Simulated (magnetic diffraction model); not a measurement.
# Magnetic neutron pattern of CeHf2

Space group Fd-3m (no. 227, origin choice 1), a = 8.5420 Å.

```
site  atom    x    y    z
 16c    Hf  3/8  1/8  3/8
  8b    Ce  1/4  3/4  1/4
```

This is a made-up structure (elements placed in a structure type, unrelaxed), so the numbers test the method and describe no known phase.

Only Ce is taken to order (form factors of Ce3+); orders and moment sizes are assumed, and not adapted to the symmetry. Radiation: neutrons of λ = 2.567 Å, 8° to 80°; isotropic B of 0.41 Å² (Hf) and 0.39 Å² (Ce). The intensities are simulated: I ∝ L Σ (|F_N|² + |F_M⊥|²) for unpolarised neutrons, with F_M = 2.695 fm/μB × Σ f(s) S exp(2πi Q·r) exp(−B s²) at Q = H ± k (one set where k and −k are equivalent), only the part normal to Q counting and L = 1/(sin²θ cos θ). For collinear order S is the moment m, which repeats by lattice and centring translations R with the sign exp(−2πi k·R). Form factors are spin-only for 3d ions and dipole or tabulated for f ions, scattering lengths are Sears's of 1992, and absorption is left out. A label names one of the reflections at its angle. The strongest nuclear line in the range is 100, and lines under 0.2 are left out.

Assume the order k = (1 0 0), collinear moments along [100], 1 μB on Ce; signs + at (1/4, 3/4, 1/4), + at (0, 0, 1/2).

Q: Where does magnetic intensity appear, and how strong is it?

```tsv
2θ (°)	index	nuclear	magnetic
24.54	(0 1 -1)	0.0	2.3
30.17	(1 1 1)	16.6	0.0
39.27	(1 2 0)	0.0	1.4
43.19	(2 1 1)	0.0	0.5
50.30	(2 2 0)	12.6	0.0
53.59	(1 2 2)	0.0	0.8
56.74	(0 3 1)	0.0	0.8
59.78	(3 1 1)	100.0	0.0
62.73	(2 2 2)	59.3	0.0
68.42	(2 3 -1)	0.0	0.8
73.89	(4 0 0)	16.6	0.0
76.56	(3 2 2)	0.0	0.6
79.21	(4 1 -1)	0.0	0.2
```

The strongest magnetic line in the range is (0 1 -1) at 24.54° (2.3). On top of the Lorentz factor, which all lines share, magnetic lines fade with angle because f falls: for Ce3+ it is 0.96, 0.86, 0.71 and 0.43 at sin θ/λ = 0.1, 0.2, 0.3 and 0.5 Å⁻¹, while nuclear lengths stay constant. The order has no net moment.

[Logs are printed without paths, hosts, clocks, repeated set-up lines and the standing remarks that a program may print on its own settings, such as how far it seeks lower states.]
